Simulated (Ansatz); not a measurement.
**Quasiparticle gap of BaTiO3 (R3m)**

Aim: the quasiparticle gap of BaTiO3 (R3m), starting from LDA.

Program: Ansatz 0.2.0. Level of theory: LDA, then G0W0 on it, plane waves, PAW. Results are calculated unless marked as measured.

Report form: the programs' logs are mostly left out.

In doubt: masses and optical values from hybrid runs of this build are listed as unsure (in some of the runs), which bears on the screening that GW takes from such a start.

## 1. The structure

It takes space group R3m (No. 160, trigonal). The conventional cell has a = 5.655 Å, b = 5.655 Å, c = 6.955 Å, α = 90.00°, β = 90.00°, γ = 120.00°. Nearest to Ba lie 12 O at 2.79 to 2.89 Å. Ti has 6 O at 1.87 to 2.14 Å nearest. Nearest to O lie 2 Ti at 1.87 to 2.14 Å and 4 Ba at 2.79 to 2.89 Å. Farther neighbours and most contacts between anions are not listed.

As a file:

```cif
data_structure
_symmetry_space_group_name_H-M 'R3m:H'
_symmetry_Int_Tables_number 160
_cell_length_a 5.6547
_cell_length_b 5.6547
_cell_length_c 6.9552
_cell_angle_alpha 90.000
_cell_angle_beta 90.000
_cell_angle_gamma 120.000
_cell_volume 192.60
loop_
_atom_site_label
_atom_site_type_symbol
_atom_site_symmetry_multiplicity
_atom_site_Wyckoff_symbol
_atom_site_fract_x
_atom_site_fract_y
_atom_site_fract_z
_atom_site_occupancy
Ba1 Ba 3 a 0.00000 0.00000 0.00000 1
Ti1 Ti 3 a 0.33333 0.66667 0.15117 1
O1 O 9 b 0.49703 0.99407 0.01157 1
```

The cell and positions come from the Crystallography Open Database and are kept as given unless a step says otherwise. Spin-orbit coupling is left out unless a step names it.

The logs state that the PAW files were generated under PBE.

## 2. Bands along the symmetry lines

Levels along a band path and on the mesh show where this functional puts the band edges.

This step: DFT, LDA, plane waves, PAW; PAW set soft_1.

input.yaml

```yaml
crystal:
  lattice:
    - [2.8273666084, 1.6323808724, 2.3183934932]
    - [-2.8273666084, 1.6323808724, 2.3183934932]
    - [0.0, -3.2647617449, 2.3183934932]
  atoms:
    - { symbol: Ba, position: [0.0, 0.0, 0.0] }
    - { symbol: Ti, position: [0.4845, 0.4845, 0.4845] }
    - { symbol: O, position: [0.5086, 0.5086, 0.0175] }
    - { symbol: O, position: [0.0175, 0.5086, 0.5086] }
    - { symbol: O, position: [0.5086, 0.0175, 0.5086] }
kpoints:
  mp_grid: { grid: [6, 6, 6] }
  band_path:
    path:
      - [[0.0, 0.0, 0.0], [0.5, 0.5, 0.5], [0.50282879, 0.49717121, 0.5]]
      - [[0.5, -0.49717121, 0.49717121], [0.5, 0.0, 0.0], [0.0, 0.0, 0.0], [0.49858561, -0.49858561, 0.0]]
      - [[0.50141439, 0.0, 0.49858561], [0.5, 0.0, 0.5], [0.0, 0.0, 0.0]]
    npoints: 10
hamiltonian:
  xc: lda
  pseudopotentials: { kind: paw, azcp: { folder: soft_1 }, xc_functional: pbe }
scf:
  occupations: { method: fermi_dirac, width: 0.02 }
  n_extra_bands: 5
output:
  eigenvalues: true
  write_density: true
  write_potential: true
  elf: true
  volumetric_format: npy
```

Launch:

```console
$ ansatz run input.yaml --threads 4 --pin off --max-ram 138240MiB --backend cuda --events-out ev --progress --plain --runs-dir out --devices 1 --max-vram 26GiB
```

Elapsed: 7.4 s, on 1 × NVIDIA H100 80GB HBM3 (shared by 3 runs) with 4 threads of AMD EPYC 7R13 (Zen 3), shared host; peak memory 0.91 GiB.

Numbers from this step:

```yaml
filled_bands: 20
gap: 2.355 eV
valence_top_at: T
conduction_bottom_at: Γ
least_direct_gap: 2.686 eV
```

Over mesh and path the gap is 2.355 eV, from k = (0.500, 0.500, 0.500) to k = Γ. The least direct gap found is 2.686 eV, at k = (0.050, -0.050, 0.000).

Electronic bands along the path, in eV, zero at the top of the highest nominally filled band:

```csv
point,band 17,band 18,band 19,band 20,band 21,band 22,band 23,band 24
Γ,-1.10,-0.49,-0.35,-0.35,2.35,2.35,2.51,4.58
halfway,-2.32,-0.72,-0.72,-0.58,3.52,3.53,3.53,6.31
T,-2.29,-0.01,-0.01,0.00,4.36,4.50,4.50,6.66
halfway,-2.29,-0.01,-0.01,0.00,4.36,4.50,4.50,6.66
H2,-2.29,-0.01,-0.01,0.00,4.35,4.50,4.50,6.66
jump to H0,-2.29,-0.01,-0.01,0.00,4.35,4.50,4.50,6.66
halfway,-2.10,-0.82,-0.57,-0.51,3.52,3.97,4.09,6.24
L,-1.68,-1.62,-0.93,-0.79,2.51,3.80,3.89,4.54
halfway,-1.43,-1.21,-0.63,-0.58,2.44,3.07,3.15,4.57
Γ,-1.10,-0.49,-0.35,-0.35,2.35,2.35,2.51,4.58
halfway,-1.60,-1.07,-0.86,-0.45,2.98,3.22,3.41,5.03
S0,-1.60,-0.85,-0.81,-0.05,3.88,3.88,4.22,5.13
jump to S2,-1.60,-0.85,-0.81,-0.05,3.88,3.88,4.22,5.13
halfway,-1.60,-0.85,-0.81,-0.05,3.88,3.88,4.22,5.13
F,-1.60,-0.85,-0.81,-0.05,3.88,3.88,4.22,5.13
halfway,-1.63,-0.99,-0.89,-0.47,3.06,3.20,3.41,5.04
Γ,-1.10,-0.49,-0.35,-0.35,2.35,2.35,2.51,4.58
```

ELF in the ac plane of the conventional cell at fractional y = 0.000, with atoms of Ba and Ti and O within 0.2 Å of it. It is the smooth field of the valence electrons, not physical close to the nuclei.

Ten even steps from '_' (0.02) to '@' (0.83), each cell a mean:
```
..**@@**..++@@%%%%@@##::--@@%%::
%%@@@@==__::**%%@@%%==....##@@%%
@@##==..____::====--..____::**%%
--::....::..________..::::....::
____::++**++::____..--****==..__
__..++##%%**::____..==##%%**::__
__..==##%%**::____..==##%%++::__
++--..==++--..______::++++::::==
%%##--......__________......++%%
##%%==......__________......##%%
%%##----++==..______::++++::++%%
++----##%%**::____..==##%%++::==
__..++%%%%**::____..==%%%%**::__
__..==####++..______--**##++::__
..__..----..________..::--::..__
**==::______::--==::..____..--++
@@@@##::__::**%%@@##==....++@@@@
==%%@@++..++@@@@%%@@##::::%%@@**
__==@@**..++@@##++%%%%::--@@%%..
```
Columns run along a (5.7 Å), rows up along c (7.0 Å), edges of the conventional cell, whose origin can differ from the input's. Atoms in or near the plane, at fractional coordinates: Ba at (0.00, 0.00), Ti at (0.00, 0.48), O at (0.50, 0.01).

Electrostatic potential energy in the ac plane of the conventional cell at fractional y = 0.000, with atoms of Ba and Ti and O within 0.2 Å of it. With pseudopotentials it is smooth inside the atoms' cores, unlike the true potential.

Ten even steps from '_' (-40 eV) to '@' (15 eV), each cell a mean:
```
____--##@@@@##--::++@@@@%%**..__
..::**%%@@@@@@%%##@@@@@@@@##==..
++##%%@@@@@@@@@@@@@@@@@@@@%%##**
%%@@@@@@@@@@@@@@@@@@@@@@@@@@@@%%
@@@@@@@@@@@@@@@@@@@@@@@@@@@@@@@@
@@@@@@@@@@@@@@@@@@@@@@@@@@@@@@@@
%%%%@@@@@@@@@@@@@@@@@@@@@@@@@@%%
==++%%@@@@@@@@@@@@@@@@@@@@%%##==
..::++%%@@@@@@@@@@@@@@@@@@##--..
....==%%@@@@@@@@@@@@@@@@@@**::..
..::++%%@@@@@@@@@@@@@@@@@@##--..
--++##@@@@@@@@@@@@@@@@@@@@%%**==
##%%@@@@@@@@@@@@@@@@@@@@@@@@@@%%
@@@@@@@@@@@@@@@@@@@@@@@@@@@@@@@@
@@@@@@@@@@@@@@@@@@@@@@@@@@@@@@@@
##%%@@@@@@@@@@@@@@@@@@@@@@@@%%%%
--++##@@@@@@@@%%%%@@@@@@@@%%**==
__..++%%@@@@##--::++@@@@@@**::__
____--##@@@@++..__--%%@@%%++____
```
Columns run along a (5.7 Å; values clipped at the 3rd and 97th percentile), rows up along c (7.0 Å), edges of the conventional cell, whose origin can differ from the input's. Atoms in or near the plane, at fractional coordinates: Ba at (0.00, 0.00), Ti at (0.00, 0.48), O at (0.50, 0.01).

## 3. G0W0 on the 6×6×6 mesh

G0W0 replaces the xc potential by a self-energy built once from the orbitals of the start. Levels are corrected in the window of bands that the input names, at points of the mesh.

This step: G0W0 on LDA, plane waves, PAW.

input.yaml

```yaml
crystal:
  lattice:
    - [2.8273666084, 1.6323808724, 2.3183934932]
    - [-2.8273666084, 1.6323808724, 2.3183934932]
    - [0.0, -3.2647617449, 2.3183934932]
  atoms:
    - { symbol: Ba, position: [0.0, 0.0, 0.0] }
    - { symbol: Ti, position: [0.4845, 0.4845, 0.4845] }
    - { symbol: O, position: [0.5086, 0.5086, 0.0175] }
    - { symbol: O, position: [0.0175, 0.5086, 0.5086] }
    - { symbol: O, position: [0.5086, 0.0175, 0.5086] }
kpoints:
  mp_grid: { grid: [6, 6, 6] }
hamiltonian:
  xc: lda
  pseudopotentials: { kind: paw, source: ansatz }
scf:
  occupations: { method: fixed }
gw:
  n_empty_bands: 1079
  ecut_chi: 380
  qp_bands: [v2, c2]
  qp_kpoints: band_edges
  screening: { model: contour_deformation }
```

Wall time 11 min (1 × NVIDIA H100 80GB HBM3 (shared by 3 runs) with 4 threads); peak memory 10 GiB; 23 min of CPU time.

This step gave:

```
bands summed                                    : 1099
RPA ε∞ on this mesh (eigenvalues)               : 5.365, 5.842, 5.842
plane waves in the screening matrix             : 1045
q-points in the mesh                            : 216
G0W0 gap over the corrected points              : 4.175 eV
k of the valence top                            : -0.5, -0.5, -0.5
k of the conduction bottom                      : 0, 0, 0
starting gap on the mesh                        : 2.347 eV
Z at the valence top                            : 0.7162
Z at the conduction bottom                      : 0.7384
least direct G0W0 gap over the corrected points : 4.507 eV
```

Over 26 of 32 irreducible mesh points the G0W0 gap is 4.175 eV, from k = (-0.500, -0.500, -0.500) to k = Γ. The LDA gap of this run on the mesh is 2.347 eV. The two states that bound the G0W0 gap lie that far apart at the start, so the correction of the gap is 4.175 − 2.347 = +1.828 eV. The start of this run differs from the step before in files (soft_1 PAW and hard PAW) and plane-wave cutoff (420 eV and 930 eV).

Labels follow the order of the start: v1 is the top filled band, c1 the lowest empty one; levels that stay degenerate share a row, the window can cut a multiplet, doubted levels are not marked in this list, bands outside the window were not corrected, and the list may be a part of the corrected levels. Levels before and after the correction, in eV, zero at the valence-band top of each column:

```csv
,conduction bottom,valence top
Kohn-Sham,2.35,0.00
G0W0,4.18,0.00
```

```csv
,level,occupation,energy (eV)
Kohn-Sham,Γ v2-v1,2,-0.357
Kohn-Sham,Γ c1-c2,0,2.347
Kohn-Sham,(-0.5 -0.5 -0.5) v2,2,-0.014
Kohn-Sham,(-0.5 -0.5 -0.5) v1,2,0.000
Kohn-Sham,(-0.5 -0.5 -0.5) c1,0,4.356
Kohn-Sham,(-0.5 -0.5 -0.5) c2,0,4.506
G0W0,Γ v2-v1,2,-0.332
G0W0,Γ c1-c2,0,4.175
G0W0,(-0.5 -0.5 -0.5) v2,2,-0.013
G0W0,(-0.5 -0.5 -0.5) v1,2,0.000
G0W0,(-0.5 -0.5 -0.5) c1,0,6.150
G0W0,(-0.5 -0.5 -0.5) c2,0,6.302
```

The parts of the quasiparticle energy for the two states that bound the G0W0 gap, in eV on the run's own scale (QP = start + Σx + Σc − Vxc, with Σc at the quasiparticle energy):

```csv
edge,k,band,start,Σx,Σc,Vxc,Z,QP
valence top,"(-0.500, -0.500, -0.500)",20,9.875,−25.749,4.107,−20.901,0.716,9.134
conduction bottom,Γ,21,12.222,−13.041,−6.505,−20.633,0.738,13.309
```

## 4. Spin-orbit coupling in LDA

This run has two-component orbitals with spin-orbit coupling.

This step: DFT, LDA with spin-orbit coupling, plane waves, PAW; PAW set soft_1.

Edit input.yaml of step 3 so:

```diff
@@ -13,12 +13,23 @@
   mp_grid: { grid: [6, 6, 6] }
+  band_path:
+    path:
+      - [0.0, 0.0, 0.0]
+      - [0.5, 0.5, 0.5]
+      - [0.50282879, 0.49717121, 0.5]
+      - [0.5, -0.49717121, 0.49717121]
+      - [0.5, 0.0, 0.0]
+      - [0.49858561, -0.49858561, 0.0]
+      - [0.50141439, 0.0, 0.49858561]
+      - [0.049858561, -0.049858561, 0.0]
+    npoints: 1
 hamiltonian:
   xc: lda
-  pseudopotentials: { kind: paw, source: ansatz }
+  pseudopotentials: { kind: paw_fr, azcp: { folder: soft_1 }, xc_functional: pbe }
 scf:
   occupations: { method: fixed }
-gw:
-  n_empty_bands: 1079
-  ecut_chi: 380
-  qp_bands: [v2, c2]
-  qp_kpoints: band_edges
-  screening: { model: contour_deformation }
+  n_extra_bands: 10
+magnetization:
+  noncollinear: true
+  spin_orbit: true
+output:
+  eigenvalues: true
```

The job ended after 9.1 s (1 × NVIDIA H100 80GB HBM3 (shared by 3 runs) with 4 threads; peak memory 0.95 GiB; 12 s of CPU time).

Numbers from this step:

* gap: 2.345 eV
* valence top at: H_2
* conduction bottom at: Γ
* least direct gap: 2.633 eV

Over mesh and listed points the gap is 2.345 eV, from k = (0.503, 0.497, 0.500) to k = Γ. The least direct gap found is 2.633 eV, at k = (0.050, -0.050, 0.000). LDA+SOC against LDA: 2.345 − 2.355 = −0.010 eV. Mesh, set of files and cutoff are the same, but the valence top lies at another k point, so this need not be the shift of one pair of states. The spin-orbit run sees mesh and listed points alone, so its gap is an upper bound: the coupling can move an edge off these points, the more so as this crystal has no centre of inversion, and the change over the zone, its sign included where it is small, is not known.

## 5. Side by side

Each gap is the least one over the points named; times are wall times on shared hosts, not benchmarks. A G0W0 time includes the run's own self-consistent start. Runs with listed points see these and the mesh alone, so an edge that moves elsewhere is missed. Rows marked * are further runs, not shown as steps, whose inputs differ from the G0W0 step on the same start in the columns given; solver thresholds can differ too. Symmetry makes (0.500, 0.500, 0.500) and (-0.500, -0.500, -0.500) one point.

```csv
level,mesh,"files, cutoff","bands summed, screening",points,gap (eV),valence top,conduction bottom,least direct gap (eV),time
LDA,6×6×6,"soft_1 PAW, 420 eV",-,mesh and path,2.355,"(0.500, 0.500, 0.500)",Γ,2.686,7.4 s
LDA+SOC,6×6×6,"soft_1 PAW, 420 eV",-,mesh and listed points,2.345,"(0.503, 0.497, 0.500)",Γ,2.633,9.1 s
G0W0@LDA*,6×6×6,"hard PAW, 930 eV","188, 110 eV",26 of 32 irreducible mesh points,4.082,"(-0.500, -0.500, -0.500)",Γ,4.390,72 s
G0W0@LDA*,6×6×6,"hard PAW, 930 eV","401, 190 eV",26 of 32 irreducible mesh points,4.116,"(-0.500, -0.500, -0.500)",Γ,4.439,2 min
G0W0@LDA*,6×6×6,"hard PAW, 930 eV","666, 270 eV",26 of 32 irreducible mesh points,4.150,"(-0.500, -0.500, -0.500)",Γ,4.478,5 min
G0W0@LDA,6×6×6,"hard PAW, 930 eV","1099, 380 eV",26 of 32 irreducible mesh points,4.175,"(-0.500, -0.500, -0.500)",Γ,4.507,11 min
```

## 6. Outcome

| Property | Result |
| --- | --- |
| LDA gap over mesh and path | 2.355 eV, from k = (0.500, 0.500, 0.500) to k = Γ |
| G0W0@LDA gap over 26 of 32 irreducible mesh points | 4.175 eV, from k = (-0.500, -0.500, -0.500) to k = Γ |
| LDA+SOC gap over mesh and listed points | 2.345 eV |
| estimated limit in bands and cutoff, on this mesh | 4.213 eV |
| GW settings | 6×6×6 mesh, 1079 empty bands, screening to 380 eV, hard PAW files |
| known limits | finite bands, screening cutoff and k mesh; no spin-orbit coupling in G0W0 |

In words: Over 26 of 32 irreducible mesh points the G0W0 gap is 4.175 eV, from k = (-0.500, -0.500, -0.500) to k = Γ. The LDA gap of this run on the mesh is 2.347 eV. The two states that bound the G0W0 gap lie that far apart at the start, so the correction of the gap is 4.175 − 2.347 = +1.828 eV. The valence state moves by 9.134 − 9.875 = −0.741 eV and the conduction state by 13.309 − 12.222 = +1.087 eV, on the run's own scale; with 188 bands the edge states move by −0.158 and +1.577 eV, so the split between the edges depends on the bands and cutoff. Both edges that LDA shows over mesh and path lie at k points where levels were corrected. Levels at other points were not corrected, so a lower G0W0 gap elsewhere in the zone is not ruled out. From 188 bands and 110 eV to 1099 bands and 380 eV the gap moves by 4.175 − 4.082 = +0.093 eV (rung by rung 4.082, 4.116, 4.150, 4.175 eV); bands and screening cutoff rise together, so their parts are not told apart. A line in one over the bands through the two highest rungs gives 4.175 + (4.175 − 4.150) × 666 / (1099 − 666) = 4.213 eV, and through the pair below 4.150 + (4.150 − 4.116) × 401 / (666 − 401) = 4.201 eV. The two agree within 0.03 eV and the same two states bound the gap in each rung, so 4.213 eV is taken as an estimate of the limit on this mesh. G0W0 on other starts in this series, not shown as steps and not all at these settings: 4.371 eV on HSE06 (6×6×6, hard PAW, 401 bands, 190 eV) and 4.631 eV on PBE0 (6×6×6, hard PAW, 401 bands, 190 eV). LDA+SOC against LDA: 2.345 − 2.355 = −0.010 eV. Mesh, set of files and cutoff are the same, but the valence top lies at another k point, so this need not be the shift of one pair of states. The spin-orbit run sees mesh and listed points alone, so its gap is an upper bound: the coupling can move an edge off these points, the more so as this crystal has no centre of inversion, and the change over the zone, its sign included where it is small, is not known. What spin-orbit coupling does to the G0W0 levels was not computed, so no sum with the G0W0 gap is formed. The G0W0 runs are scalar-relativistic. No pair of G0W0 runs that differ in the mesh alone is shown (6×6×6 is a supercell whose nearest images lie 24 Å apart), so the error from the mesh is not known here. G0W0 is shown with one set of atomic data (hard PAW), so the error from the files is not known here.

[Paths, hosts, dates, memory and timing lines, banners, echoed tables and standing remarks are left out of the program output.]

[Logs are printed without paths, hosts, clocks, repeated set-up lines and the standing remarks that a program may print on its own settings, such as how far it seeks lower states.]

[Runs of the session that timed out or met a known fault of the program may be left out.]

[Cells called generated may have been cut or substituted from an entry of the Crystallography Open Database or the Materials Project.]

[Hosts, paths, dates, database ids (printed as entryN), source tags and the programs' standing remarks are cut or masked in the printed files.]

[Where an RPA ε∞ is given, it is that of the G0W0 mesh and is not shown converged in it. Names of k-points follow the symmetry that the program found, which can be lower than the space group named. Band edges on a path are those of the sampled points; other points can move an edge, and change direct to indirect where valleys lie close.]

[Hybrid gaps are those of their k-mesh and are not shown converged in it.]
